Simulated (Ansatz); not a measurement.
# BaIr2N2: relaxing a made-up structure, part 2 of 2

Starting from a made-up structure for BaIr2N2, the aim is the relaxed cell, its shortest contacts and, where a second run follows, its electronic structure.

Ansatz 0.2.0; DFT, r2SCAN, plane-wave PAW, files of the set soft_1, scalar-relativistic, no spin, cell and ions relaxed at zero pressure; PAW set soft_1 (the session's first sound run).

So far: Starting point; Relaxing cell and atoms.

**2. Relaxing cell and atoms (continued)**

Step by step:

| step | energy less that of the first step (eV) | largest force component (eV/Å) | pressure (GPa) | volume (Å³) |
| --- | --- | --- | --- | --- |
| 1 | 0.0000 | 0.8839 | -7.82 | 90.99 |
| 2 | -0.2314 | 0.3955 | -0.07 | 85.05 |
| 3 | -0.2470 | 0.2130 | -0.15 | 85.90 |
| 4 | -0.2588 | 0.0282 | 0.03 | 85.60 |
| 5 | -0.2589 | 0.0068 | -0.04 | 85.57 |
| 6 | -0.2590 | 0.0000 | 0.00 | 85.56 |
| 7* | -0.2580 | 0.0001 | 0.00 | 85.56 |

Relaxation steps marked * repeat the geometry before them on a plane-wave basis chosen anew for their cell, so energy and pressure can jump there.

Forces are held to the 16 operations that the run works with; a distortion that breaks them can't arise in this run.

| conventional cell, symmetrised | before | after | change |
| --- | --- | --- | --- |
| a (Å) | 4.008 | 4.003 | -0.1 % |
| b (Å) | 4.008 | 4.003 | -0.1 % |
| c (Å) | 11.328 | 10.681 | -5.7 % |
| volume (Å³/atom) | 18.20 | 17.11 | -6.0 % |

The atoms that moved most (Å, as changes of fractional coordinates times the final cell):

| atom | dx | dy | dz | length |
| --- | --- | --- | --- | --- |
| N5 | 0.000 | 0.000 | -0.078 | 0.078 |
| N4 | 0.000 | 0.000 | 0.078 | 0.078 |

The relaxed structure:

```cif
data_structure
_symmetry_space_group_name_H-M 'P 1'
_symmetry_Int_Tables_number 1
_cell_length_a 6.0440
_cell_length_b 6.0440
_cell_length_c 6.0440
_cell_angle_alpha 141.324
_cell_angle_beta 141.324
_cell_angle_gamma 55.848
_cell_volume 85.56
loop_
_atom_site_label
_atom_site_type_symbol
_atom_site_fract_x
_atom_site_fract_y
_atom_site_fract_z
_atom_site_occupancy
Ir1 Ir 0.25000 0.75000 0.50000 1
Ir2 Ir 0.75000 0.25000 0.50000 1
Ba3 Ba 0.00000 0.00000 0.00000 1
N4 N 0.68906 0.68906 0.00000 1
N5 N 0.31094 0.31094 0.00000 1
```

This step gave:

| Item | Value |
| --- | --- |
| free energy | -30632.2861 eV |
| energy at zero smearing | -30632.2778 eV |
| smearing term TS | 0.01658 eV |
| Fermi energy | 14.90 eV |
| electrons | 54 |
| symmetry operations | 16 |
| pressure | -0.002240 GPa |

Shortest distances by pair of elements, guess and relaxed (not always the same contact):

| pair | guess (Å) | relaxed (Å) |
| --- | --- | --- |
| Ir–N | 2.148 | 2.105 |
| Ir–Ir | 2.834 | 2.830 |
| N–N | 3.228 | 3.115 |
| Ba–N | 3.503 | 3.321 |
| Ba–Ir | 3.469 | 3.337 |

The relaxation ends with a largest force component of 6.4e-5 eV/Å and a pressure of 0.00 GPa.

**3. Bands of the relaxed cell**

A second self-consistent run takes a narrower smearing and the mesh shown in its input; the bands follow along the standard path of the relaxed lattice.

This step: DFT, r2SCAN, plane-wave PAW, files of the set soft_1, scalar-relativistic, no spin, bands and density of states at the relaxed cell; PAW set soft_1 (Ansatz 0.2.0).

Contents of input.yaml:

```yaml
crystal:
  lattice:
    - [-2.0013936882, 2.0013936882, 5.3402802114]
    - [2.0013936882, -2.0013936882, 5.3402802114]
    - [2.0013936882, 2.0013936882, -5.3402802114]
  atoms:
    - { symbol: Ir, position: [0.25, 0.75, 0.5] }
    - { symbol: Ir, position: [0.75, 0.25, 0.5] }
    - { symbol: Ba, position: [0.0, 0.0, 0.0] }
    - { symbol: "N", position: [0.6890611469, 0.6890611469, 0.0] }
    - { symbol: "N", position: [0.3109388531, 0.3109388531, 0.0] }
kpoints:
  mp_grid: { grid: [12, 12, 12] }
  band_path:
    path:
      - [[0.0, 0.0, 0.0], [0.0, 0.0, 0.5], [-0.07022746, 0.07022746, 0.5], [-0.28511373, 0.28511373, 0.28511373], [0.0, 0.0, 0.0], [0.5, 0.5, -0.5], [0.28511373, 0.71488627, -0.28511373], [0.0, 0.5, 0.0], [0.25, 0.25, 0.25], [0.5, 0.5, -0.07022746], [0.5, 0.5, -0.5]]
      - [[0.0, 0.0, 0.5], [0.25, 0.25, 0.25]]
    npoints: 7
scf:
  occupations: { method: fermi_dirac, width: 0.03 }
  n_extra_bands: 9
hamiltonian:
  xc: r2scan
  pseudopotentials: { kind: paw, azcp: { folder: soft_1 } }
output:
  forces: true
  stress: true
  write_bands: true
  dos: { projected: true }
  write_density: true
  write_potential: true
  elf: true
  volumetric_format: npy
```

The run is started by

```
$ ansatz run input.yaml --threads 4 --pin off --max-ram 8192MiB --backend cpu --events-out ev --progress --plain --runs-dir out
```

Numbers of over 12 decimals in the logs are rounded to 6 here.

Output:

```text
[...]
Crystal: 5 atoms, lattice volume = 85.564 Å³
Basis set: ecut = 500 eV, 2163 PW (Γ), exchange–correlation on 180×180×180 points (64 copies of the dense FFT grid, shifted against one another)
Bands: 36, of which v1, the nominal top of the filled ones, is band 27 counted from 1 (26 counted from 0)
Symmetry: 16 space group operations
[...]
k-points: 163 of 1728
[...]
SCF iter   1: F=—  HF=-30634.415313 eV  |F-HF|=—  |Δ(HF+E_count)|=         —  Δρ=9.05e-2  dr2=1.80e1  dr2_τ=2.67e-1  ethr=3.10e-3  ⟨swp⟩=9.4  Hψ=30059  notcnv=0  defer=1
[...]
SCF iter  10: F=-30632.272531 eV  HF=-30632.272532 eV  |F-HF|=2.73e-8  |Δ(HF+E_count)|=   1.44e-7  Δρ=5.58e-6  dr2=7.03e-8  dr2_τ=1.51e-9  ethr=1.85e-10  ⟨swp⟩=18.1  Hψ=44030  notcnv=0
SCF 1 converged in 10 iterations: F = -30632.272531 eV  dr2 = 7.03e-8
[...]
NSCF: frozen V_eff on 79 k-points
SCF converged after 10 iterations
Free energy (F): -30632.272531 eV
[...]
Internal energy: -30632.266129 eV  (E = F + TS)
E sigma→0 (E₀):  -30632.269330 eV
Entropy (-TS):   -0.006402 eV (-1.280 meV/atom)
Fermi energy:    14.885541 eV
[...]
--- Forces (eV/Å), atoms counted from 1 ---
  atom   1  Ir     0.00000000     0.00000000     0.00000000
  atom   2  Ir    -0.00000000     0.00000000    -0.00000000
  atom   3  Ba     0.00000000     0.00000000    -0.00000000
  atom   4  N     -0.00000000     0.00000000     0.05852995
  atom   5  N      0.00000000     0.00000000    -0.05852995
  max |Σ_I F_I| component: 9.39e-29 eV/Å
--- Stress (GPa, compression-positive) ---
        0.113755       0.000000       0.000000
        0.000000       0.113755      -0.000000
        0.000000      -0.000000      -0.238812
  P = ⅓ Tr σ = -0.0038 GPa (-0.038 kbar)
--- Band table (eV; the first three rows and the last of 163) ---
  k-point 0: bands = [... 23 lower, 13.3524, 13.4352, 13.4352, 15.1692, 15.2077, 15.2182, 15.2182, 16.2106, ... 5 higher]
  k-point 1: bands = [... 23 lower, 12.9244, 13.2084, 13.3078, 14.8611, 15.2440, 15.2756, 16.0006, 16.5245, ... 5 higher]
  k-point 2: bands = [... 23 lower, 12.9012, 13.0072, 13.2974, 14.2637, 15.2623, 15.6941, 17.1323, 17.1982, ... 5 higher]
  k-point 162: bands = [... 23 lower, 13.8060, 13.8060, 13.9520, 14.9645, 14.9645, 15.1691, 15.3446, 16.8850, ... 5 higher]
```

Elapsed: 29 s, on 4 threads of Arm Neoverse V1, shared host; peak memory 1.1 GiB; 1.9 min of CPU time.

Reading the cycles: dr2 is the Hartree energy of the density residual (eV), the measure of convergence; HF is the Harris–Foulkes estimate of the energy, which meets the free energy F at convergence.

This step gave:

| Property | Result |
| --- | --- |
| free energy | -30632.2725 eV |
| energy at zero smearing | -30632.2693 eV |
| smearing term TS | 0.006402 eV |
| Fermi energy | 14.89 eV |
| pressure | -0.003768 GPa |

From bands.tsv, the bands that come nearest the Fermi level along the path, at its corners, in eV from the Fermi level:

| point | band 24 | band 25 | band 26 | band 27 | band 28 | band 29 | band 30 | band 31 |
| --- | --- | --- | --- | --- | --- | --- | --- | --- |
| Γ | -1.53 | -1.45 | -1.45 | 0.28 | 0.32 | 0.33 | 0.33 | 1.33 |
| X | -1.63 | -1.61 | -1.11 | -0.56 | -0.30 | -0.30 | 1.16 | 2.21 |
| Y | -1.88 | -1.68 | -1.18 | -0.43 | -0.23 | -0.08 | 0.93 | 2.54 |
| S | -2.94 | -1.42 | -0.89 | 0.61 | 0.93 | 1.56 | 1.64 | 1.76 |
| Γ | -1.53 | -1.45 | -1.45 | 0.28 | 0.32 | 0.33 | 0.33 | 1.33 |
| Z | -1.08 | -1.08 | -0.93 | 0.08 | 0.08 | 0.28 | 0.46 | 2.00 |
| S1 | -2.94 | -1.42 | -0.89 | 0.61 | 0.93 | 1.56 | 1.64 | 1.76 |
| N | -2.75 | -1.11 | -1.03 | 0.66 | 0.78 | 0.93 | 1.74 | 1.82 |
| P | -1.63 | -1.62 | -1.27 | -0.30 | -0.30 | 0.32 | 0.32 | 2.26 |
| Y1 | -1.88 | -1.68 | -1.18 | -0.43 | -0.23 | -0.08 | 0.93 | 2.54 |
| Z | -1.08 | -1.08 | -0.93 | 0.08 | 0.08 | 0.28 | 0.46 | 2.00 |
| X | -1.63 | -1.61 | -1.11 | -0.56 | -0.30 | -0.30 | 1.16 | 2.21 |
| P | -1.63 | -1.62 | -1.27 | -0.30 | -0.30 | 0.32 | 0.32 | 2.26 |

Counts of states for the cell as run, both spins, by energy window (eV from the Fermi level):

```csv
from,to,total
-8,-7,2.83
-7,-6,3.50
-6,-5,4.09
-5,-4,1.11
-4,-3,2.54
-3,-2,3.63
-2,-1,4.49
-1,0,2.11
0,1,3.22
1,2,2.94
2,3,3.00
3,4,3.02
```

A further 29.6 states lie below the table's range.

Force by atom:

| atom | x (eV/Å) | y (eV/Å) | z (eV/Å) | size |
| --- | --- | --- | --- | --- |
| Ir1 | 0.0000 | 0.0000 | 0.0000 | 0.0000 |
| Ir2 | 0.0000 | 0.0000 | 0.0000 | 0.0000 |
| Ba3 | 0.0000 | 0.0000 | 0.0000 | 0.0000 |
| N4 | 0.0000 | 0.0000 | 0.0585 | 0.0585 |
| N5 | 0.0000 | 0.0000 | -0.0585 | 0.0585 |

ELF in the ac plane of the conventional cell at fractional y = 0.000, with atoms of Ir and Ba and N within 0.2 Å of it. It is the smooth field of the valence electrons, not physical close to the nuclei.

Values, 24 rows by 14 columns, each cell a mean:
```
0.16 0.40 0.77 0.83 0.60 0.21 0.05 0.03 0.08 0.35 0.75 0.85 0.65 0.25
0.75 0.78 0.77 0.59 0.28 0.13 0.15 0.17 0.13 0.16 0.41 0.69 0.79 0.77
0.51 0.45 0.33 0.21 0.20 0.30 0.38 0.40 0.36 0.26 0.18 0.25 0.39 0.48
0.08 0.10 0.13 0.24 0.38 0.45 0.47 0.47 0.47 0.43 0.32 0.18 0.11 0.09
0.25 0.24 0.21 0.23 0.38 0.52 0.55 0.54 0.56 0.47 0.30 0.22 0.23 0.25
0.64 0.60 0.44 0.22 0.35 0.53 0.51 0.46 0.54 0.48 0.26 0.31 0.52 0.62
0.46 0.66 0.70 0.37 0.35 0.53 0.54 0.50 0.55 0.47 0.30 0.53 0.72 0.56
0.31 0.61 0.74 0.44 0.28 0.42 0.51 0.52 0.48 0.36 0.28 0.60 0.74 0.48
0.83 0.83 0.72 0.37 0.21 0.30 0.41 0.44 0.37 0.25 0.23 0.54 0.80 0.84
0.84 0.76 0.55 0.23 0.13 0.20 0.31 0.33 0.27 0.17 0.14 0.35 0.65 0.81
0.46 0.38 0.22 0.09 0.05 0.07 0.09 0.10 0.08 0.06 0.06 0.13 0.28 0.43
0.07 0.06 0.04 0.02 0.02 0.02 0.02 0.02 0.02 0.02 0.02 0.03 0.05 0.07
0.17 0.13 0.07 0.03 0.02 0.03 0.03 0.03 0.03 0.03 0.03 0.05 0.10 0.16
0.65 0.55 0.34 0.13 0.08 0.11 0.16 0.18 0.14 0.09 0.09 0.21 0.44 0.61
0.88 0.83 0.64 0.28 0.16 0.25 0.37 0.40 0.33 0.20 0.17 0.44 0.73 0.86
0.68 0.78 0.75 0.41 0.23 0.33 0.44 0.46 0.40 0.28 0.25 0.58 0.78 0.72
0.24 0.58 0.73 0.43 0.32 0.47 0.54 0.54 0.53 0.41 0.29 0.60 0.72 0.42
0.62 0.69 0.63 0.32 0.36 0.53 0.51 0.46 0.54 0.48 0.28 0.45 0.70 0.67
0.51 0.46 0.33 0.22 0.36 0.54 0.54 0.50 0.56 0.49 0.26 0.24 0.39 0.49
0.14 0.15 0.18 0.26 0.38 0.50 0.53 0.52 0.53 0.46 0.32 0.21 0.16 0.15
0.16 0.15 0.13 0.19 0.33 0.42 0.45 0.45 0.44 0.39 0.27 0.16 0.13 0.16
0.71 0.66 0.53 0.31 0.17 0.21 0.30 0.33 0.26 0.18 0.21 0.41 0.59 0.68
0.58 0.71 0.82 0.73 0.41 0.13 0.08 0.10 0.09 0.22 0.56 0.79 0.78 0.62
0.04 0.23 0.72 0.86 0.66 0.25 0.04 0.02 0.09 0.41 0.79 0.85 0.54 0.11
```
Columns run along a (4.0 Å), rows up along c (10.7 Å), edges of the conventional cell, whose origin can differ from the input's. Atoms in or near the plane, at fractional coordinates: Ir at (0.50, 0.25), Ir at (0.50, 0.75), Ba at (0.00, 0.00), N at (0.00, 0.69), N at (0.00, 0.31).

Valence density in the ac plane of the conventional cell at fractional y = 0.000, with atoms of Ir and Ba and N within 0.2 Å of it. It is the smooth field of the valence electrons, not physical close to the nuclei.

Values in e/Å³, 24 rows by 14 columns, each cell a mean:
```
0.8 1.1 1.3 0.9 0.3 0.1 0.0 0.0 0.1 0.2 0.5 1.1 1.2 0.9
1.2 1.1 0.8 0.4 0.2 0.1 0.1 0.1 0.1 0.1 0.3 0.6 1.0 1.2
0.4 0.4 0.3 0.2 0.2 0.2 0.2 0.2 0.2 0.2 0.2 0.2 0.3 0.4
0.1 0.1 0.1 0.2 0.3 0.6 0.8 0.9 0.7 0.5 0.3 0.2 0.1 0.1
0.2 0.2 0.2 0.4 0.9 2.6 4.5 5.1 3.8 1.8 0.6 0.3 0.2 0.2
0.8 0.7 0.5 0.6 1.9 5.4 8.6 9.3 7.5 3.8 1.0 0.5 0.6 0.7
2.7 2.2 1.2 0.8 1.7 4.6 7.6 8.3 6.5 3.3 1.0 0.9 1.6 2.5
3.5 2.8 1.4 0.6 0.7 1.5 2.6 3.0 2.2 1.1 0.6 0.9 2.0 3.2
2.1 1.5 0.7 0.3 0.2 0.3 0.4 0.5 0.4 0.3 0.3 0.4 1.0 1.8
0.4 0.3 0.2 0.1 0.1 0.1 0.1 0.1 0.1 0.1 0.1 0.1 0.2 0.3
0.1 0.1 0.1 0.0 0.0 0.0 0.1 0.1 0.0 0.0 0.0 0.0 0.1 0.1
0.0 0.0 0.0 0.0 0.0 0.0 0.0 0.0 0.0 0.0 0.0 0.0 0.0 0.0
0.0 0.0 0.0 0.0 0.0 0.0 0.0 0.0 0.0 0.0 0.0 0.0 0.0 0.0
0.1 0.1 0.1 0.1 0.1 0.1 0.1 0.1 0.1 0.1 0.1 0.1 0.1 0.1
0.7 0.5 0.3 0.2 0.1 0.1 0.2 0.2 0.2 0.1 0.1 0.2 0.4 0.6
3.1 2.2 1.0 0.4 0.4 0.5 0.8 0.9 0.7 0.4 0.4 0.6 1.4 2.6
3.3 2.8 1.5 0.7 1.0 2.6 4.5 5.1 3.8 1.8 0.8 0.9 2.0 3.1
2.0 1.5 0.9 0.8 2.0 5.4 8.6 9.3 7.5 3.9 1.1 0.8 1.1 1.8
0.4 0.4 0.4 0.5 1.6 4.6 7.5 8.3 6.5 3.2 0.9 0.4 0.4 0.4
0.1 0.1 0.2 0.3 0.6 1.5 2.6 3.0 2.2 1.1 0.4 0.2 0.2 0.1
0.2 0.1 0.1 0.2 0.2 0.3 0.4 0.5 0.4 0.3 0.2 0.1 0.1 0.2
0.7 0.6 0.4 0.2 0.1 0.1 0.1 0.1 0.1 0.1 0.2 0.3 0.5 0.7
1.2 1.2 1.1 0.6 0.2 0.1 0.1 0.1 0.1 0.1 0.4 0.8 1.2 1.2
0.6 0.9 1.3 1.0 0.4 0.1 0.0 0.0 0.1 0.2 0.6 1.2 1.2 0.7
```
Columns run along a (4.0 Å), rows up along c (10.7 Å), edges of the conventional cell, whose origin can differ from the input's. Atoms in or near the plane, at fractional coordinates: Ir at (0.50, 0.25), Ir at (0.50, 0.75), Ba at (0.00, 0.00), N at (0.00, 0.69), N at (0.00, 0.31).

Electrostatic potential energy in the ac plane of the conventional cell at fractional y = 0.000, with atoms of Ir and Ba and N within 0.2 Å of it. With pseudopotentials it is smooth inside the atoms' cores, unlike the true potential.

Ten even steps from '0' (-58 eV) to '9' (18 eV), each cell a mean:
```
01368999987521
45689999998754
88899999999988
99999887889999
99997422358999
88984100026898
34785200137863
23698644578852
67999999999986
99999999999999
99999999999999
99999999999999
99999999999999
99999999999999
99999999999999
45899887899974
13687422358852
56884100026875
99985200037999
99998644578999
99999999999999
67889999999877
23578999998643
01368999987420
```
Columns run along a (4.0 Å; values clipped at the 3rd and 97th percentile), rows up along c (10.7 Å), edges of the conventional cell, whose origin can differ from the input's. Atoms in or near the plane, at fractional coordinates: Ir at (0.50, 0.25), Ir at (0.50, 0.75), Ba at (0.00, 0.00), N at (0.00, 0.69), N at (0.00, 0.31).

**4. Summary of results**

```yaml
space_group_relaxed: I4/mmm
conventional_cell: a = 4.003, b = 4.003, c = 10.681 Å; α = 90.0°, β = 90.0°, γ = 90.0°
volume_per_atom: 17.11 Å³ (guess 18.20)
```

BaIr2N2 relaxes to I4/mmm with a = 4.003, b = 4.003 and c = 10.681 Å. The guessed volume was 6 % too large. The space group I4/mmm was held in the relaxation, so the end point is a stationary structure within it and may be a saddle against distortions or other arrangements. Bands cross the Fermi level, so it is a metal or semimetal at this level. On the 12×12×12 mesh with the narrower smearing (relaxed on 9×9×9) the largest force component is 0.059 eV/Å and the largest stress component is 0.239 GPa, against the relaxation's thresholds of 0.015 eV/Å and 0.05 GPa. The cutoff wasn't tested. Spin-orbit coupling is left out, which can matter for elements this heavy. No dispersion term is used, so weakly bound directions may come out too long. The runs have no spin, and magnetism wasn't tested. Nothing here tests whether the compound is stable against decomposition.

[Logs are printed without paths, hosts, clocks, repeated set-up lines and the standing remarks that a program may print on its own settings, such as how far it seeks lower states.]

[Hosts, paths, dates, database ids (printed as entryN), source tags and the programs' standing remarks are cut or masked in the printed files.]
